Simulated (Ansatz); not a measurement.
# CaH2S2 (built on the sites of a database entry of CaH2O2): phonons and vibrational spectra

Task: relax CaH2S2 (built on the sites of a database entry of CaH2O2), then find its harmonic phonons.

Method: DFT PBEsol, scalar-relativistic, plane waves, PAW, in Ansatz 0.2.0.

The structure was built from a prototype and need not be the compound's stable phase.

## Step 1: Starting point

The structure is trigonal, space group P-3m1 (No. 164). The conventional cell has a = 3.838 Å, b = 3.838 Å, c = 5.252 Å, α = 90.00°, β = 90.00°, γ = 120.00°. Ca has 6 S at 2.53 Å nearest. Nearest to H lie 1 S at 1.02 Å. Nearest to S lie 1 H at 1.02 Å and 3 Ca at 2.53 Å. Farther neighbours and most contacts between anions are not listed.

Coordinates:

```cif
data_structure
_symmetry_space_group_name_H-M 'P-3m1'
_symmetry_Int_Tables_number 164
_cell_length_a 3.8379
_cell_length_b 3.8379
_cell_length_c 5.2516
_cell_angle_alpha 90.000
_cell_angle_beta 90.000
_cell_angle_gamma 120.000
_cell_volume 66.99
loop_
_atom_site_label
_atom_site_type_symbol
_atom_site_symmetry_multiplicity
_atom_site_Wyckoff_symbol
_atom_site_fract_x
_atom_site_fract_y
_atom_site_fract_z
_atom_site_occupancy
Ca1 Ca 1 a 0.00000 0.00000 0.00000 1
H1 H 2 d 0.33333 0.66667 0.57150 1
S1 S 2 d 0.33333 0.66667 0.76590 1
```

## Step 2: Coarse relaxation

The start is far from rest, so a relaxation with loose tolerances brings it close first.

The input, input.yaml:

```yaml
crystal:
  lattice:
    - [3.83794, 0.0, 0.0]
    - [-1.91897, 3.32375, 0.0]
    - [0.0, 0.0, 5.25163]
  atoms:
    - { symbol: Ca, position: [0.0, 0.0, 0.0] }
    - { symbol: H, position: [0.3333333333, 0.6666666667, 0.5715] }
    - { symbol: H, position: [0.6666666667, 0.3333333333, 0.4285] }
    - { symbol: S, position: [0.3333333333, 0.6666666667, 0.7659] }
    - { symbol: S, position: [0.6666666667, 0.3333333333, 0.2341] }
kpoints:
  mp_grid: { grid: [6, 6, 4] }
hamiltonian:
  xc: pbesol
scf:
  occupations: { method: gaussian, width: 0.1 }
output:
  forces: true
  stress: true
  eigenvalues: true
relax:
  adjacent_minimum: "off"
  f_tol: 0.05
  max_steps: 80
  cell: { stress_tol: 0.5 }
```

Started as:

```bash
$ ansatz run input.yaml --threads 8 --pin off --max-ram 14336MiB --backend cpu --events-out ev --progress --plain --runs-dir out
```

Numbers of over 12 decimals in the logs are rounded to 6 here.

The log of the run:

```text
The last accepted step is kept in <dir> (removed where the run ends without a failure and the disk answers)
Engine: ansatz 0.2.0, x86_64-unknown-linux-gnu
Pseudopotentials: kind: paw
Pseudopotential: Ca, paw, valence charge 10, recommended cutoff 420 eV (normal), Ca.paw.azcp
Pseudopotential: H, paw, valence charge 1, recommended cutoff 420 eV (normal), H.paw.azcp
[...]
cell:  # Å, volume = 92.6053 Å³
    - [4.309393, 0.0, 0.0]
    - [-2.154697, 3.732044, 0]
    - [0.0, 0, 5.758016]
  atoms:
    - { symbol: Ca, position: [0, 0, 1.3212838497584995e-19] }
    - { symbol: H, position: [0.333333, 0.666667, 0.535565] }
    - { symbol: H, position: [0.666667, 0.333333, 0.464435] }
    - { symbol: S, position: [0.333333, 0.666667, 0.771583] }
    - { symbol: S, position: [0.666667, 0.333333, 0.228417] }
[key lines of the parts left out:]
SCF converged after 5 iterations
Free energy (F): -3599.402039 eV
Fermi energy:    4.370572 eV
P = ⅓ Tr σ = 0.2340 GPa (2.340 kbar)
```

Elapsed: 2.9 s, on 8 threads of Intel Xeon Platinum 8375C at 2.90GHz (Ice Lake), shared host; peak memory 0.49 GiB; 16 s of CPU time.

Step by step:

| step | energy less that of the first step (eV) | largest force component (eV/Å) | pressure (GPa) | volume (Å³) |
| --- | --- | --- | --- | --- |
| 1 | 0.0000 | 20.8500 | 54.41 | 66.99 |
| 2 | -5.0594 | 6.6152 | 19.53 | 76.46 |
| 3 | -6.1082 | 2.6131 | 7.16 | 85.44 |
| 4 | -6.3692 | 0.6355 | 1.73 | 91.57 |
| 5 | -6.3880 | 0.0433 | -0.32 | 93.86 |
| 6 | -6.3896 | 0.0561 | -0.03 | 92.78 |
| 7 | -6.3898 | 0.0151 | 0.05 | 92.61 |
| 8* | -6.4136 | 0.0278 | 0.23 | 92.61 |

Relaxation steps marked * repeat the geometry before them on a plane-wave basis chosen anew for their cell, so energy and pressure can jump there.

The run keeps the 12 symmetry operations that it works with, so distortions that break them were not tested.

| cell as run | before | after | change |
| --- | --- | --- | --- |
| a (Å) | 3.838 | 4.309 | +12.3 % |
| b (Å) | 3.838 | 4.309 | +12.3 % |
| c (Å) | 5.252 | 5.758 | +9.6 % |
| volume (Å³/atom) | 13.40 | 18.52 | +38.2 % |

The atoms that moved most (Å, as changes of fractional coordinates times the final cell):

| atom | dx | dy | dz | length |
| --- | --- | --- | --- | --- |
| H3 | 0.000 | 0.000 | 0.207 | 0.207 |
| H2 | 0.000 | 0.000 | -0.207 | 0.207 |
| S5 | 0.000 | 0.000 | -0.033 | 0.033 |
| S4 | 0.000 | 0.000 | 0.033 | 0.033 |

A gap read on the k-mesh alone can miss the band edges.

Numbers from this step:

* pressure: 0.2340 GPa
* gap on the k-mesh: 3.188 eV
* volume per atom: 18.52 Å³
* direct gap on mesh: 3.692 eV

In this step the volume went from 13.40 to 18.52 Å³/atom.

## Step 3: Bringing the structure to rest

The cell and atoms are relaxed, since residual forces and stress would shift the frequencies.

The input, input.yaml:

```yaml
crystal:
  lattice:
    - [4.3093934498, 0.0, 0.0]
    - [-2.1546967249, 3.7320442024, 0.0]
    - [0.0, 0.0, 5.7580157708]
  atoms:
    - { symbol: Ca, position: [0.0, 0.0, 0.0] }
    - { symbol: H, position: [0.3333333333, 0.6666666667, 0.5355647924] }
    - { symbol: H, position: [0.6666666667, 0.3333333333, 0.4644352076] }
    - { symbol: S, position: [0.3333333333, 0.6666666667, 0.7715827058] }
    - { symbol: S, position: [0.6666666667, 0.3333333333, 0.2284172942] }
kpoints:
  mp_grid: { grid: [6, 6, 4] }
hamiltonian:
  xc: pbesol
scf:
  occupations: { method: gaussian, width: 0.02 }
output:
  forces: true
  stress: true
  eigenvalues: true
  write_density: true
  write_potential: true
  elf: true
  volumetric_format: npy
relax:
  adjacent_minimum: "off"
  f_tol: 0.005
  max_steps: 80
  cell: { stress_tol: 0.05 }
```

The log of the run:

```text
[...]
Crystal: 5 atoms, lattice volume = 92.605 Å³
Basis set: ecut = 420 eV, 1813 PW (Γ), exchange–correlation on 60×60×80 points (8 copies of the dense FFT grid, shifted against one another)
Bands: 17, of which v1, the nominal top of the filled ones, is band 12 counted from 1 (11 counted from 0)
Symmetry: 12 space group operations
[...]
k-points: 24 of 144
[...]
SCF iter   1: F=—  HF=-3599.407612 eV  |F-HF|=—  |Δ(HF+E_count)|=         —  Δρ=4.74e-3  dr2=2.40e-2  ethr=1.77e-3  ⟨swp⟩=8.5  Hψ=2847  notcnv=0
[...]
SCF iter   6: F=-3599.402039 eV  HF=-3599.402038 eV  |F-HF|=2.28e-7  |Δ(HF+E_count)|=   2.86e-6  Δρ=7.51e-6  dr2=6.51e-8  ethr=4.17e-10  ⟨swp⟩=11.2  Hψ=3130  notcnv=0
SCF 1 converged in 6 iterations: F = -3599.402039 eV  dr2 = 6.51e-8
[...]
relax step   1: F+E_penalty+E_count = -3599.40203851 eV  Δ(F+E_penalty+E_count) = +0.000e0 eV  max|allowed force component| = 2.772e-2 eV/Å  Δτ_max = 0.0000 Å  P = +0.234 GPa  Ω = 92.605 Å³  (6 SCF iters, dr2 threshold 1.00e-7 eV, accepted)
Crystal: 5 atoms, lattice volume = 93.678 Å³
Basis set: ecut = 420 eV, 1825 PW (Γ), exchange–correlation on 60×60×80 points (8 copies of the dense FFT grid, shifted against one another)
[...]
SCF iter   5: F=-3599.402354 eV  HF=-3599.402354 eV  |F-HF|=8.56e-8  |Δ(HF+E_count)|=   8.95e-7  Δρ=9.15e-6  dr2=1.07e-7  ethr=8.42e-10  ⟨swp⟩=11.2  Hψ=3016  notcnv=0
SCF 2 converged in 5 iterations: F = -3599.402354 eV  dr2 = 1.07e-7
relax step   2: F+E_penalty+E_count = -3599.40235405 eV  Δ(F+E_penalty+E_count) = -3.155e-4 eV  max|allowed force component| = 1.376e-2 eV/Å  Δτ_max = 0.0077 Å  P = -0.095 GPa  Ω = 93.678 Å³  energy of the carried Pulay correction = -2.759e-4 eV  (5 SCF iters, dr2 threshold 2.02e-7 eV, accepted)
Crystal: 5 atoms, lattice volume = 93.870 Å³
[...]
SCF iter   5: F=-3599.402168 eV  HF=-3599.402168 eV  |F-HF|=1.86e-9  |Δ(HF+E_count)|=   2.80e-7  Δρ=3.48e-6  dr2=2.20e-8  ethr=1.03e-10  ⟨swp⟩=9.9  Hψ=2804  notcnv=0
SCF 3 converged in 5 iterations: F = -3599.402168 eV  dr2 = 2.20e-8
relax step   3: F+E_penalty+E_count = -3599.40216811 eV  Δ(F+E_penalty+E_count) = +1.859e-4 eV  max|allowed force component| = 3.175e-2 eV/Å  Δτ_max = 0.0131 Å  P = +0.027 GPa  Ω = 93.870 Å³  energy of the carried Pulay correction = -3.250e-4 eV  (5 SCF iters, dr2 threshold 2.47e-8 eV, rejected (line search))
[...]
relax step   4: F+E_penalty+E_count = -3599.40248062 eV  Δ(F+E_penalty+E_count) = -1.266e-4 eV  max|allowed force component| = 2.485e-3 eV/Å  Δτ_max = 0.0045 Å  P = -0.003 GPa  Ω = 93.611 Å³  energy of the carried Pulay correction = -2.587e-4 eV  (7 SCF iters, accepted)
[...]
SCF iter   1: F=—  HF=-3599.402682 eV  |F-HF|=—  |Δ(HF+E_count)|=         —  Δρ=4.89e-5  dr2=6.92e-8  ethr=5.56e-7  ⟨swp⟩=3.0  Hψ=3960  notcnv=0
eigensolver tolerance schedule: the retry pair's looser diagonalisation over-reported the residual by 1928.27 of it (diagonalisation noise at 0.53 of the residual, at the tolerance the schedule requests for it); recorded, not acted on — ethr = c·dr2/N_el stays at c = 1.0e-1
[...]
SCF iter   2: F=—  HF=-3599.402721 eV  |F-HF|=—  |Δ(HF+E_count)|=   3.91e-5  Δρ=2.48e-5  dr2=1.71e-8  ethr=2.88e-10  ⟨swp⟩=2.3  Hψ=688  notcnv=0
[...]
SCF iter   4: F=-3599.402735 eV  HF=-3599.402735 eV  |F-HF|=4.73e-11  |Δ(HF+E_count)|=   1.43e-8  Δρ=1.84e-7  dr2=1.40e-11  ethr=1.00e-12  ⟨swp⟩=7.0  Hψ=2002  notcnv=0
SCF 5 converged in 4 iterations: F = -3599.402735 eV  dr2 = 1.40e-11
relax step   5: F+E_penalty+E_count = -3599.40273525 eV  Δ(F+E_penalty+E_count) = -2.546e-4 eV  max|allowed force component| = 2.668e-3 eV/Å  Δτ_max = 0.0000 Å  P = -0.001 GPa  Ω = 93.611 Å³  stress off target by 1.70e-3 GPa  SCF on the basis re-selected at this cell (its energy is not comparable with the rows above)  (4 SCF iters)
[...]
SCF converged after 4 iterations
Free energy (F): -3599.402735 eV
[...]
Internal energy: -3599.402735 eV  (E = F + TS)
E sigma→0 (E₀):  -3599.402735 eV
Fermi energy:    4.293090 eV
[...]
--- Forces (eV/Å), atoms counted from 1 ---
  atom   1  Ca     0.00000000     0.00000000     0.00000000
  atom   2  H     -0.00000000     0.00000000     0.00255067
  atom   3  H      0.00000000    -0.00000000    -0.00255067
  atom   4  S      0.00000000     0.00000000    -0.00266802
  atom   5  S      0.00000000     0.00000000     0.00266802
  max |Σ_I F_I| component: 1.81e-20 eV/Å
--- Stress (GPa, compression-positive) ---
       -0.001702       0.000000      -0.000000
        0.000000      -0.001702       0.000000
       -0.000000       0.000000       0.000310
  P = ⅓ Tr σ = -0.0010 GPa (-0.010 kbar)
--- Band table (eV; the first three rows and the last of 24) ---
  k-point 0: bands = [... 8 lower, 1.3889, 1.3889, 2.6834, 2.6834, 6.4030, 6.5220, 7.3108, 7.7022, ... 1 higher]
  k-point 1: bands = [... 8 lower, 1.4555, 1.4555, 2.5769, 2.5769, 6.3329, 7.0771, 7.6048, 7.6048, ... 1 higher]
  k-point 2: bands = [... 8 lower, 1.5357, 1.5357, 2.4579, 2.4579, 6.3974, 7.5125, 7.5125, 7.5909, ... 1 higher]
  k-point 23: bands = [... 8 lower, 0.9890, 1.5678, 1.5722, 1.5722, 7.5775, 7.5775, 8.0779, 8.8403, ... 1 higher]
--- Relaxed structure (4 steps of the walk, 3 accepted, 1 SCFs on fresh bases) ---
[...]
cell:  # Å, volume = 93.6110 Å³
    - [4.324505, 0, 4.04066226243416e-18]
    - [-2.162253, 3.745131, -2.020331131217084e-18]
    - [5.398949365540684e-18, 0, 5.779939]
  atoms:
    - { symbol: Ca, position: [0, 0, 0] }
    - { symbol: H, position: [0.333333, 0.666667, 0.537669] }
    - { symbol: H, position: [0.666667, 0.333333, 0.462331] }
    - { symbol: S, position: [0.333333, 0.666667, 0.772706] }
    - { symbol: S, position: [0.666667, 0.333333, 0.227294] }
```

The job ended after 1.9 s (8 threads; peak memory 0.51 GiB).

The steps of the relaxation:

| step | energy less that of the first step (eV) | largest force component (eV/Å) | pressure (GPa) | volume (Å³) |
| --- | --- | --- | --- | --- |
| 1 | 0.0000 | 0.0277 | 0.23 | 92.61 |
| 2 | -0.0003 | 0.0138 | -0.10 | 93.68 |
| 3 | -0.0001 | 0.0318 | 0.03 | 93.87 |
| 4 | -0.0004 | 0.0025 | 0.00 | 93.61 |
| 5* | -0.0007 | 0.0027 | 0.00 | 93.61 |

Relaxation steps marked * repeat the geometry before them on a plane-wave basis chosen anew for their cell, so energy and pressure can jump there. Relaxation step 3 was tried and not accepted.

Forces are held to the 12 operations that the run works with; a distortion that breaks them can't arise in this run.

| conventional cell, symmetrised | before | after | change |
| --- | --- | --- | --- |
| a (Å) | 4.309 | 4.325 | +0.4 % |
| b (Å) | 4.309 | 4.325 | +0.4 % |
| c (Å) | 5.758 | 5.780 | +0.4 % |
| volume (Å³/atom) | 18.52 | 18.72 | +1.1 % |

The atoms that moved most (Å, as changes of fractional coordinates times the final cell):

| atom | dx | dy | dz | length |
| --- | --- | --- | --- | --- |
| H3 | 0.000 | 0.000 | -0.012 | 0.012 |
| H2 | 0.000 | 0.000 | 0.012 | 0.012 |
| S5 | 0.000 | 0.000 | -0.006 | 0.006 |
| S4 | 0.000 | 0.000 | 0.006 | 0.006 |

This step gave:

```yaml
pressure: -0.001032 GPa
gap_on_the_k_mesh: 3.219 eV
volume_per_atom: 18.72 Å³
direct_gap_on_mesh: 3.720 eV
```

Valence density in the ac plane at fractional y = 0.333, with atoms of H and S within 0.2 Å of it. It is the smooth field of the valence electrons, not physical close to the nuclei.

Ten even steps from '0' (0.0 e/Å³) to '9' (1.4 e/Å³), each cell a mean:
```
00000000000000
01110000000000
01111000000000
11111000000000
01111000000000
00000000000000
00000000000000
00000000010000
00000000243100
00000001596200
00000012697310
00000014787521
00000126656631
00000137514742
00000137746742
00000124666531
00000012333210
00000000111000
```
Columns run along a (4.3 Å), rows up along c (5.8 Å). Atoms in or near the plane, at fractional coordinates: H at (0.67, 0.46), S at (0.67, 0.23).

ELF in the ac plane at fractional y = 0.333, with atoms of H and S within 0.2 Å of it. It is the smooth field of the valence electrons, not physical close to the nuclei.

Values in units of 1e-1, 18 rows by 14 columns, each cell a mean:
```
0.7 0.9 0.9 0.9 0.8 0.6 0.5 0.8 1.1 1.3 1.2 0.9 0.6 0.5
2.3 2.7 2.8 2.7 2.5 1.9 1.0 0.4 0.3 0.3 0.3 0.4 0.7 1.4
5.5 6.0 6.2 6.1 5.7 4.4 2.5 0.8 0.3 0.2 0.2 0.5 1.7 3.7
7.3 7.9 8.2 8.0 7.5 5.8 3.4 1.1 0.3 0.2 0.2 0.6 2.4 5.1
7.0 7.7 8.0 7.9 7.2 5.4 3.0 0.9 0.3 0.2 0.2 0.5 2.1 4.7
5.0 6.0 6.4 6.2 5.3 3.4 1.5 0.4 0.2 0.2 0.2 0.3 0.9 2.6
2.5 3.7 4.2 3.9 2.9 1.4 0.5 0.5 1.1 2.0 1.5 0.6 0.4 0.9
0.8 1.6 2.2 1.9 1.1 0.4 0.4 2.4 5.9 8.0 6.9 3.4 0.7 0.3
0.3 0.5 0.8 0.7 0.4 0.4 1.6 6.7 9.4 9.9 9.7 7.9 2.8 0.5
0.3 0.2 0.3 0.2 0.3 1.0 3.3 8.0 9.7 9.9 9.8 8.8 4.7 1.4
1.1 0.3 0.2 0.3 0.8 2.5 4.8 7.6 9.1 9.7 9.4 8.1 5.6 3.2
3.0 1.0 0.3 0.6 2.3 4.9 6.3 7.4 7.9 8.2 8.0 7.6 6.7 5.6
5.1 1.8 0.4 1.1 4.2 7.0 7.9 7.6 5.3 3.0 4.3 7.1 8.0 7.5
6.1 2.1 0.4 1.2 5.0 8.1 8.9 8.3 4.0 0.2 2.3 7.5 8.9 8.5
5.1 1.5 0.3 0.8 3.8 7.9 9.0 8.8 6.1 2.2 4.7 8.5 9.1 8.5
2.5 0.6 0.2 0.3 1.6 5.8 8.3 8.8 8.0 6.7 7.6 8.7 8.6 7.0
0.8 0.3 0.3 0.3 0.5 2.4 5.6 7.4 7.4 7.2 7.3 7.5 6.3 3.4
0.4 0.4 0.5 0.4 0.3 0.7 1.9 4.0 4.8 4.9 4.9 4.3 2.5 1.0
```
Columns run along a (4.3 Å), rows up along c (5.8 Å). Atoms in or near the plane, at fractional coordinates: H at (0.67, 0.46), S at (0.67, 0.23).

Electrostatic potential energy in the ac plane at fractional y = 0.333, with atoms of H and S within 0.2 Å of it. With pseudopotentials it is smooth inside the atoms' cores, unlike the true potential.

Values in eV, 18 rows by 14 columns, each cell a mean:
```
  4   3   2   2   3   5   6   7   7   7   7   7   6   5
  5   4   3   3   4   6   7   7   7   8   7   7   7   6
  6   5   4   4   5   6   7   8   8   8   8   8   7   7
  6   5   5   5   6   7   8   8   8   8   8   8   8   7
  7   6   5   6   7   7   8   8   8   8   8   8   8   8
  7   7   7   7   7   8   8   8   8   8   8   8   8   8
  8   8   7   7   8   8   8   7   7   6   7   7   8   8
  8   8   8   8   8   8   8   6   4   2   4   6   7   8
  8   8   8   8   8   8   7   4  -6 -22 -12   3   7   8
  8   8   8   8   8   8   7   3 -14 -33 -23   1   6   8
  8   8   8   8   8   8   6   2  -6 -20 -11   1   5   7
  8   8   8   8   8   7   4  -5 -18 -26 -22  -9   2   6
  7   8   8   8   8   6   1 -19 -32 -32 -33 -24  -3   5
  7   7   7   7   7   6  -1 -25 -31 -23 -28 -30  -7   4
  6   6   6   6   6   5   0 -21 -32 -29 -32 -26  -4   5
  5   4   4   4   5   5   3  -7 -21 -28 -25 -11   1   5
  4   3   2   3   4   5   5   2  -2  -6  -4   1   5   5
  4   2   1   2   3   5   6   6   5   4   4   5   6   5
```
Columns run along a (4.3 Å; values clipped at the 3rd and 97th percentile), rows up along c (5.8 Å). Atoms in or near the plane, at fractional coordinates: H at (0.67, 0.46), S at (0.67, 0.23).

In this step the volume went from 18.52 to 18.72 Å³/atom.

## Step 4: Tight relaxation

Phonons need a cell at rest on their own settings, so the relaxation is repeated with tight tolerances on forces and stress on the k mesh and occupations of the first response run.

The input, input.yaml:

```yaml
crystal:
  lattice:
    - [4.3245051439, 0.0, 0.0]
    - [-2.162252572, 3.7451313134, 0.0]
    - [0.0, 0.0, 5.7799385183]
  atoms:
    - { symbol: Ca, position: [0.0, 0.0, 0.0] }
    - { symbol: H, position: [0.3333333333, 0.6666666667, 0.5376687878] }
    - { symbol: H, position: [0.6666666667, 0.3333333333, 0.4623312122] }
    - { symbol: S, position: [0.3333333333, 0.6666666667, 0.7727057677] }
    - { symbol: S, position: [0.6666666667, 0.3333333333, 0.2272942323] }
kpoints:
  mp_grid: { grid: [6, 6, 4] }
hamiltonian:
  xc: pbesol
scf:
  occupations: { method: fixed }
output:
  forces: true
  stress: true
  eigenvalues: true
relax:
  adjacent_minimum: "off"
  f_tol: 0.001
  max_steps: 60
  cell: { stress_tol: 0.01 }
```

The log of the run:

```text
[...]
Crystal: 5 atoms, lattice volume = 93.611 Å³
Basis set: ecut = 420 eV, 1825 PW (Γ), exchange–correlation on 60×60×80 points (8 copies of the dense FFT grid, shifted against one another)
Bands: 17, of which v1, the nominal top of the filled ones, is band 12 counted from 1 (11 counted from 0)
Symmetry: 12 space group operations
[...]
k-points: 24 of 144
[...]
cell:  # Å, volume = 93.6573 Å³
    - [4.323698, 2.8862125685262692e-11, -1.8917506523284598e-19]
    - [-2.161849, 3.744432, 0]
    - [-2.5284285943921548e-19, 0, 5.784962]
  atoms:
    - { symbol: Ca, position: [0, 0, 0] }
    - { symbol: H, position: [0.333333, 0.666667, 0.537972] }
    - { symbol: H, position: [0.666667, 0.333333, 0.462028] }
    - { symbol: S, position: [0.333333, 0.666667, 0.772785] }
    - { symbol: S, position: [0.666667, 0.333333, 0.227215] }
[key lines of the parts left out:]
SCF converged after 5 iterations
Free energy (F): -3599.402737 eV
Fermi energy:    2.678849 eV
P = ⅓ Tr σ = 0.0006 GPa (0.006 kbar)
```

It took 2 s on 8 threads; peak memory 0.49 GiB; 11 s of CPU time.

Little changed from the start: no atom moved by 0.005 Å and no cell edge by 0.1 %.

Numbers from this step:

| Item | Value |
| --- | --- |
| pressure | 6.23e-4 GPa |
| gap on the k-mesh | 3.222 eV |
| volume per atom | 18.73 Å³ |
| direct gap on mesh | 3.724 eV |

The largest force component left is 0.17 meV/Å and the pressure is 0.001 GPa, within the tolerances set. The cell now holds 18.73 Å³/atom.

[end of part 1 of 3]

[Logs are printed without paths, hosts, clocks, repeated set-up lines and the standing remarks that a program may print on its own settings, such as how far it seeks lower states.]

[Hosts, paths, dates, database ids (printed as entryN), source tags and the programs' standing remarks are cut or masked in the printed files.]
